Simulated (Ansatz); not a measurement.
**Bands, cutoff and cost in G0W0 for LaGaO3 (Pnma)**

How do accuracy and time trade against each other in G0W0 on LaGaO3 (Pnma)?

Method: G0W0 on LDA, plane waves, PAW, in Ansatz 0.2.0.

**1. Set-up**

It takes space group Pnma (No. 62, orthorhombic). Conventional cell: a = 5.486 Å, b = 7.764 Å, c = 5.514 Å, α = 90.00°, β = 90.00°, γ = 90.00°. Nearest to La lie 9 O at 2.40 to 2.95 Å. Nearest to Ga lie 6 O at 1.96 to 1.99 Å. Nearest to O lie 2 Ga at 1.98 Å and 3 La at 2.40 to 2.95 Å. O has 2 Ga at 1.96 to 1.99 Å and 3 La at 2.43 to 2.78 Å nearest. Farther neighbours and most contacts between anions are not listed.

The cell and positions come from the Crystallography Open Database and are kept as given unless a step says otherwise. Spin-orbit coupling is left out unless a step names it.

**2. 701 empty bands, screening to 120 eV**

Now the one-shot GW correction: screening in the RPA, then the self-energy of the levels asked for. This step takes hard PAW files.

Contents of input.yaml:

```yaml
crystal:
  lattice:
    - [5.48589, 0.0, 0.0]
    - [0.0, 7.76421, 0.0]
    - [0.0, 0.0, 5.51395]
  atoms:
    - { symbol: La, position: [0.98, 0.25, 0.005] }
    - { symbol: La, position: [0.02, 0.75, 0.995] }
    - { symbol: La, position: [0.52, 0.75, 0.505] }
    - { symbol: La, position: [0.48, 0.25, 0.495] }
    - { symbol: Ga, position: [0.0, 0.0, 0.5] }
    - { symbol: Ga, position: [0.0, 0.5, 0.5] }
    - { symbol: Ga, position: [0.5, 0.0, 0.0] }
    - { symbol: Ga, position: [0.5, 0.5, 0.0] }
    - { symbol: O, position: [0.513, 0.25, 0.929] }
    - { symbol: O, position: [0.487, 0.75, 0.071] }
    - { symbol: O, position: [0.987, 0.75, 0.429] }
    - { symbol: O, position: [0.013, 0.25, 0.571] }
    - { symbol: O, position: [0.723, 0.0367, 0.281] }
    - { symbol: O, position: [0.277, 0.5367, 0.719] }
    - { symbol: O, position: [0.777, 0.9633, 0.781] }
    - { symbol: O, position: [0.223, 0.4633, 0.219] }
    - { symbol: O, position: [0.277, 0.9633, 0.719] }
    - { symbol: O, position: [0.723, 0.4633, 0.281] }
    - { symbol: O, position: [0.223, 0.0367, 0.219] }
    - { symbol: O, position: [0.777, 0.5367, 0.781] }
kpoints:
  mp_grid: { grid: [4, 2, 4] }
hamiltonian:
  xc: lda
  pseudopotentials: { kind: paw, source: ansatz }
scf:
  occupations: { method: fixed }
gw:
  n_empty_bands: 701
  ecut_chi: 120.0
  qp_bands: [v4, c4]
  qp_kpoints: band_edges
  screening: { model: contour_deformation }
```

Launch:

```sh
> ansatz run input.yaml --threads 16 --pin off --max-ram 92160MiB --backend cuda --events-out ev --progress --plain --runs-dir out --devices 1 --max-vram 157GiB
```

Numbers of over 12 decimals in the logs are rounded to 6 here.

What it wrote:

```text
GPUs: using 1 of 1 available (devices: 1).
Engine: ansatz 0.2.0, aarch64-unknown-linux-gnu
Pseudopotentials: kind: paw
Pseudopotential: La, paw, valence charge 11, recommended cutoff 600 eV (normal), La.paw.azcp
Pseudopotential: Ga, paw, valence charge 21, recommended cutoff 1020 eV (normal), Ga.paw.azcp
Pseudopotential: O, paw, valence charge 6, recommended cutoff 930 eV (normal), O.paw.azcp
Functional definition: SPW92
  exchange = slater_x
  correlation = pw_c
concurrent solve slots: 9 of 16 are kept, ahead of what memory takes: no pass of the eigensolver takes more rounds on 9
[...]
Crystal: 20 atoms, lattice volume = 234.859 Å³
Basis set: ecut = 1020 eV, 17373 PW (Γ)
Bands: 120, of which v1, the nominal top of the filled ones, is band 100 counted from 1 (99 counted from 0)
Symmetry: 8 space group operations
Space group: Pnma (ITA 62), of the structure as read, at distance tolerance 6.2e-5 Å
k-points: 18 of 32
Non-local potential: La, projectors of the file, l = 0: 3, l = 1: 3, l = 2: 2, l = 3: 3
Non-local potential: Ga, projectors of the file, l = 0: 3, l = 1: 3, l = 2: 3, l = 3: 2
Non-local potential: O, projectors of the file, l = 0: 2, l = 1: 2, l = 2: 1
PAW form: soft (Blöchl's): semilocal exchange-correlation on the pseudo side does not see the compensation charge
PAW frozen core: La, regenerated for the run's functional, and the local potential with it (the file was generated under x = pbe(κ = 0.804, μ = 0.219515), c = pbe(β = 0.066725))
PAW frozen core: Ga, regenerated for the run's functional, and the local potential with it (the file was generated under x = pbe(κ = 0.804, μ = 0.219515), c = pbe(β = 0.066725))
PAW frozen core: O, regenerated for the run's functional, and the local potential with it (the file was generated under x = pbe(κ = 0.804, μ = 0.219515), c = pbe(β = 0.066725))
PAW one-centre angular grid: La, 590 points (default); XC on 64 Gauss nodes
PAW one-centre angular grid: Ga, 590 points (default); XC on 64 Gauss nodes
PAW one-centre angular grid: O, 110 points (default); XC on 64 Gauss nodes
Initial density: superposition of atomic densities (chi_scale 0.1, normalization cell, long waves kept (reshape's long-wave potential 0.00 eV rms))
Initial wavefunctions: pseudopotential atomic-orbital guess
[...]
Functional: x = slater, c = lda
SCF iter   1: F=—  HF=-64444.591478 eV  |F-HF|=—  |Δ(HF+E_count)|=         —  Δρ=9.48e-2  dr2=1.63e1  ethr=3.10e-3  ⟨swp⟩=4.2  Hψ=7975  notcnv=0  defer=103
preconditioner: auto → Resta (q_TF=auto, 2.656 Å⁻¹)  ε∞=7.9  [insulator: Δε(μ)=2.313 eV  Ē_g=11.674 eV  n_scr=66 (ndim 8)  ℏωp=30.6 eV  f_vac=0.000  ε∞_Penn≈7.9]
SCF iter   2: F=—  HF=-64440.893626 eV  |F-HF|=—  |Δ(HF+E_count)|=    3.70e0  Δρ=3.40e-2  dr2=1.96e0  ethr=3.10e-3  ⟨swp⟩=4.4  Hψ=6408  notcnv=0  defer=195
SCF iter   3: F=—  HF=-64440.484612 eV  |F-HF|=—  |Δ(HF+E_count)|=   4.09e-1  Δρ=1.74e-2  dr2=6.40e-1  ethr=9.82e-4  ⟨swp⟩=2.3  Hψ=2880  notcnv=0  defer=267
SCF iter   4: F=—  HF=-64440.306085 eV  |F-HF|=—  |Δ(HF+E_count)|=   1.79e-1  Δρ=3.91e-3  dr2=3.43e-2  ethr=3.20e-4  ⟨swp⟩=3.8  Hψ=3881  notcnv=0  defer=310
SCF iter   5: F=—  HF=-64440.296606 eV  |F-HF|=—  |Δ(HF+E_count)|=   9.48e-3  Δρ=1.58e-3  dr2=4.86e-3  ethr=1.72e-5  ⟨swp⟩=4.3  Hψ=3943  notcnv=0  defer=323
SCF iter   6: F=—  HF=-64440.295791 eV  |F-HF|=—  |Δ(HF+E_count)|=   8.15e-4  Δρ=9.06e-4  dr2=5.53e-4  ethr=2.43e-6  ⟨swp⟩=3.8  Hψ=3967  notcnv=0  defer=322
[...]
SCF iter   8: F=—  HF=-64440.295637 eV  |F-HF|=—  |Δ(HF+E_count)|=   2.67e-6  Δρ=2.95e-5  dr2=2.00e-6  ethr=1.15e-8  ⟨swp⟩=2.1  Hψ=3685  notcnv=0  defer=307
SCF iter   9: F=—  HF=-64440.295636 eV  |F-HF|=—  |Δ(HF+E_count)|=   3.65e-7  Δρ=2.30e-5  dr2=9.26e-7  ethr=9.99e-10  ⟨swp⟩=3.0  Hψ=3972  notcnv=0  defer=306
SCF iter  10: F=-64440.295636 eV  HF=-64440.295636 eV  |F-HF|=1.98e-8  |Δ(HF+E_count)|=   2.22e-7  Δρ=3.73e-6  dr2=3.23e-8  ethr=5.00e-11  ⟨swp⟩=16.9  Hψ=14262  notcnv=0
SCF 1 converged in 10 iterations: F = -64440.295636 eV  dr2 = 3.23e-8
  greatest PAW one-centre occupation: 0.994 electrons in one spin orbital (limit 2), on the Ga atom at site 6 (counted from 0), in its partial waves of l = 0
[...]
SCF converged after 10 iterations
[...]
11    97     11.1907   -26.6053     4.4967   -21.6885  0.7628    10.7686    10.7706  root
    11    98     11.1907   -26.6053     4.4967   -21.6885  0.7628    10.7686    10.7706  root
    11    99     11.3088   -26.1492     4.5018   -21.2250  0.7627    10.8843    10.8863  root
    11   100     11.3088   -26.1492     4.5018   -21.2250  0.7627    10.8843    10.8863  root
    11   101     16.2182   -18.3848    -9.2021   -31.2783  0.7415    20.4369    19.9096  root ?
    11   102     16.2182   -18.3848    -9.2021   -31.2783  0.7415    20.4369    19.9096  root ?
    11   103     16.2434   -18.8186    -9.5038   -32.1179  0.7375    20.6056    20.0389  root ?
    11   104     16.2434   -18.8186    -9.5038   -32.1179  0.7375    20.6056    20.0389  root ?
    12    97     10.9506   -26.4468     4.5414   -21.4511  0.7618    10.4939    10.4963  root
    12    98     10.9506   -26.4468     4.5414   -21.4511  0.7618    10.4939    10.4963  root
    12    99     11.3024   -26.2176     4.5023   -21.3005  0.7625    10.8856    10.8875  root
    12   100     11.3024   -26.2176     4.5023   -21.3005  0.7625    10.8856    10.8875  root
    12   101     16.2038   -18.0521    -8.9616   -30.6318  0.7442    20.3032    19.8218  root ?
    12   102     16.2038   -18.0521    -8.9616   -30.6318  0.7442    20.3032    19.8218  root ?
    12   103     16.2383   -19.5667    -9.8770   -33.4076  0.7323    20.8153    20.2021  root ?
    12   104     16.2383   -19.5667    -9.8770   -33.4076  0.7323    20.8153    20.2021  root ?
    13    97     11.0407   -27.8171     4.4314   -22.9306  0.7676    10.5834    10.5856  root
    13    98     11.0407   -27.8171     4.4314   -22.9306  0.7676    10.5834    10.5856  root
    13    99     11.3017   -26.1195     4.5437   -21.1454  0.7615    10.8691    10.8713  root
    13   100     11.3017   -26.1195     4.5437   -21.1454  0.7615    10.8691    10.8713  root
    13   101     16.2365   -19.4914    -9.8678   -33.3158  0.7326    20.8034    20.1931  root ?
    13   102     16.2365   -19.4914    -9.8678   -33.3158  0.7326    20.8034    20.1931  root ?
    13   103     16.2412   -18.8466    -9.4743   -32.1113  0.7377    20.5973    20.0316  root ?
    13   104     16.2412   -18.8466    -9.4743   -32.1113  0.7377    20.5973    20.0316  root ?
    14    97     11.1608   -28.3972     4.4028   -23.5407  0.7697    10.7049    10.7070  root
    14    98     11.1608   -28.3972     4.4028   -23.5407  0.7697    10.7049    10.7070  root
    14    99     11.4655   -26.2146     4.5330   -21.2595  0.7621    11.0414    11.0434  root
    14   100     11.4655   -26.2146     4.5330   -21.2595  0.7621    11.0414    11.0434  root
    14   101     16.2334   -19.4005    -9.8465   -33.1934  0.7330    20.7852    20.1799  root ?
    14   102     16.2334   -19.4005    -9.8465   -33.1934  0.7330    20.7852    20.1799  root ?
    14   103     16.2497   -19.3201    -9.7850   -33.0293  0.7338    20.7705    20.1740  root ?
    14   104     16.2497   -19.3201    -9.7850   -33.0293  0.7338    20.7705    20.1740  root ?
    15    97     11.1479   -26.0076     4.4904   -21.0805  0.7622    10.7091    10.7113  root
    15    98     11.1479   -26.0076     4.4904   -21.0805  0.7622    10.7091    10.7113  root
    15    99     11.1479   -26.0076     4.4904   -21.0805  0.7622    10.7091    10.7113  root
    15   100     11.1479   -26.0076     4.4904   -21.0805  0.7622    10.7091    10.7113  root
    15   101     16.2306   -18.3246    -9.1907   -31.1918  0.7416    20.4300    19.9071  root ?
    15   102     16.2306   -18.3246    -9.1907   -31.1918  0.7416    20.4300    19.9071  root ?
    15   103     16.2306   -18.3246    -9.1907   -31.1918  0.7416    20.4300    19.9071  root ?
    15   104     16.2306   -18.3246    -9.1907   -31.1918  0.7416    20.4300    19.9071  root ?
    16    97     11.1926   -26.2601     4.5045   -21.3250  0.7623    10.7599    10.7620  root
    16    98     11.1926   -26.2601     4.5045   -21.3250  0.7623    10.7599    10.7620  root
    16    99     11.1926   -26.2601     4.5045   -21.3250  0.7623    10.7599    10.7620  root
    16   100     11.1926   -26.2601     4.5045   -21.3250  0.7623    10.7599    10.7620  root
    16   101     16.2397   -18.7217    -9.4096   -31.8798  0.7387    20.5548    19.9881  root ?
    16   102     16.2397   -18.7217    -9.4096   -31.8798  0.7387    20.5548    19.9881  root ?
    16   103     16.2397   -18.7217    -9.4096   -31.8798  0.7387    20.5548    19.9881  root ?
    16   104     16.2397   -18.7217    -9.4096   -31.8798  0.7387    20.5548    19.9881  root ?
    17    97     11.1887   -26.0659     4.5206   -21.1112  0.7617    10.7523    10.7545  root
    17    98     11.1887   -26.0659     4.5206   -21.1112  0.7617    10.7523    10.7545  root
    17    99     11.1887   -26.0659     4.5206   -21.1112  0.7617    10.7523    10.7545  root
    17   100     11.1887   -26.0659     4.5206   -21.1112  0.7617    10.7523    10.7545  root
    17   101     16.2554   -19.0946    -9.5952   -32.5431  0.7355    20.6796    20.1087  root ?
    17   102     16.2554   -19.0946    -9.5952   -32.5431  0.7355    20.6796    20.1087  root ?
    17   103     16.2554   -19.0946    -9.5952   -32.5431  0.7355    20.6796    20.1087  root ?
    17   104     16.2554   -19.0946    -9.5952   -32.5431  0.7355    20.6796    20.1087  root ?
```

Elapsed: 68 s, on 1 × NVIDIA GB200 with 16 threads of Arm Neoverse V2, shared host; peak memory 7.9 GiB.

This step gave:

```
bands summed                                 : 801
RPA ε∞ on this mesh (eigenvalues)            : 4.897, 4.902, 5.028
plane waves in the screening matrix          : 681
q-points in the mesh                         : 32
G0W0 gap on the mesh                         : 5.394 eV
k of the valence top                         : -0.5, 0, -0.5
k of the conduction bottom                   : 0, 0, 0
starting gap on the mesh                     : 3.651 eV
Z at the valence top                         : 0.7621
Z at the conduction bottom                   : 0.8169
least direct G0W0 gap on the computed points : 5.491 eV
```

The gap on the mesh goes from 3.65 eV to 5.39 eV, a correction of +1.74 eV. Between the two edge states, bare exchange in place of the xc potential would open the gap by 10.02 eV, and correlation takes back 8.28 eV.

**3. 1508 empty bands, screening to 200 eV**

Bands and screening cutoff are moved together, since each hides the error of the other.

Edit input.yaml of step 2 so:

```diff
@@ -34,4 +34,4 @@
 gw:
-  n_empty_bands: 701
-  ecut_chi: 120.0
+  n_empty_bands: 1508
+  ecut_chi: 200.0
   qp_bands: [v4, c4]
```

What it wrote:

```text
GPUs: using 1 of 1 available (devices: 1).
[...]
Crystal: 20 atoms, lattice volume = 234.859 Å³
Basis set: ecut = 1020 eV, 17373 PW (Γ)
Bands: 120, of which v1, the nominal top of the filled ones, is band 100 counted from 1 (99 counted from 0)
Symmetry: 8 space group operations
[...]
k-points: 18 of 32
[...]
SCF iter   1: F=—  HF=-64444.591478 eV  |F-HF|=—  |Δ(HF+E_count)|=         —  Δρ=9.48e-2  dr2=1.63e1  ethr=3.10e-3  ⟨swp⟩=4.2  Hψ=7975  notcnv=0  defer=103
[...]
SCF iter   6: F=—  HF=-64440.295791 eV  |F-HF|=—  |Δ(HF+E_count)|=   8.15e-4  Δρ=9.06e-4  dr2=5.53e-4  ethr=2.43e-6  ⟨swp⟩=3.8  Hψ=3967  notcnv=0  defer=322
[...]
SCF iter   8: F=—  HF=-64440.295637 eV  |F-HF|=—  |Δ(HF+E_count)|=   2.67e-6  Δρ=2.95e-5  dr2=2.00e-6  ethr=1.15e-8  ⟨swp⟩=2.1  Hψ=3685  notcnv=0  defer=307
[...]
SCF iter  10: F=-64440.295636 eV  HF=-64440.295636 eV  |F-HF|=1.98e-8  |Δ(HF+E_count)|=   2.22e-7  Δρ=3.73e-6  dr2=3.23e-8  ethr=5.00e-11  ⟨swp⟩=16.9  Hψ=14262  notcnv=0
SCF 1 converged in 10 iterations: F = -64440.295636 eV  dr2 = 3.23e-8
[...]
SCF converged after 10 iterations
[...]
11    97     11.1907   -26.6053     4.2116   -21.6885  0.7590    10.4797    10.4855  root
    11    98     11.1907   -26.6053     4.2116   -21.6885  0.7590    10.4797    10.4855  root
    11    99     11.3088   -26.1492     4.2079   -21.2250  0.7588    10.5865    10.5925  root
    11   100     11.3088   -26.1492     4.2079   -21.2250  0.7588    10.5865    10.5925  root
    11   101     16.2182   -18.3848    -9.3538   -31.2783  0.7385    20.1974    19.7579  root ?
    11   102     16.2182   -18.3848    -9.3538   -31.2783  0.7385    20.1974    19.7579  root ?
    11   103     16.2434   -18.8186    -9.6750   -32.1179  0.7344    20.3641    19.8676  root ?
    11   104     16.2434   -18.8186    -9.6750   -32.1179  0.7344    20.3641    19.8676  root ?
    12    97     10.9506   -26.4468     4.2632   -21.4511  0.7580    10.2117    10.2181  root
    12    98     10.9506   -26.4468     4.2632   -21.4511  0.7580    10.2117    10.2181  root
    12    99     11.3024   -26.2176     4.2065   -21.3005  0.7586    10.5859    10.5918  root
    12   100     11.3024   -26.2176     4.2065   -21.3005  0.7586    10.5859    10.5918  root
    12   101     16.2038   -18.0521    -9.1158   -30.6318  0.7412    20.0674    19.6676  root ?
    12   102     16.2038   -18.0521    -9.1158   -30.6318  0.7412    20.0674    19.6676  root ?
    12   103     16.2383   -19.5667   -10.0857   -33.4076  0.7291    20.5658    19.9934  root ?
    12   104     16.2383   -19.5667   -10.0857   -33.4076  0.7291    20.5658    19.9934  root ?
[...]
17    97     11.1887   -26.0659     4.2361   -21.1112  0.7579    10.4639    10.4701  root
    17    98     11.1887   -26.0659     4.2361   -21.1112  0.7579    10.4639    10.4701  root
    17    99     11.1887   -26.0659     4.2361   -21.1112  0.7579    10.4639    10.4701  root
    17   100     11.1887   -26.0659     4.2361   -21.1112  0.7579    10.4639    10.4701  root
    17   101     16.2554   -19.0946    -9.7886   -32.5431  0.7324    20.4343    19.9153  root ?
    17   102     16.2554   -19.0946    -9.7886   -32.5431  0.7324    20.4343    19.9153  root ?
    17   103     16.2554   -19.0946    -9.7886   -32.5431  0.7324    20.4343    19.9153  root ?
    17   104     16.2554   -19.0946    -9.7886   -32.5431  0.7324    20.4343    19.9153  root ?
```

Run time: 2.8 min. Hardware: 1 × NVIDIA GB200 with 16 threads; peak memory 16 GiB.

This step gave:

```yaml
bands_summed: 1608
rpa_eps_infinity_on_this_mesh_eigenvalues: 4.882, 4.889, 5.012
plane_waves_in_the_screening_matrix: 1489
q_points_in_the_mesh: 32
g0w0_gap_on_the_mesh: 5.446 eV
k_of_the_valence_top: -0.5, 0, -0.5
k_of_the_conduction_bottom: 0, 0, 0
starting_gap_on_the_mesh: 3.651 eV
z_at_the_valence_top: 0.7582
z_at_the_conduction_bottom: 0.8144
least_direct_g0w0_gap_on_the_computed_points: 5.542 eV
```

Against the run with 4×2×4 mesh, 701 empty bands, screening to 120 eV, hard PAW files, the gap moves by +0.05 eV.

[end of part 1 of 2]

[Paths, hosts, dates, memory and timing lines, banners, echoed tables and standing remarks are left out of the program output.]

[Logs are printed without paths, hosts, clocks, repeated set-up lines and the standing remarks that a program may print on its own settings, such as how far it seeks lower states.]

[Runs of the session that timed out or met a known fault of the program may be left out.]

[Cells called generated may have been cut or substituted from an entry of the Crystallography Open Database or the Materials Project.]

[Hosts, paths, dates, database ids (printed as entryN), source tags and the programs' standing remarks are cut or masked in the printed files.]
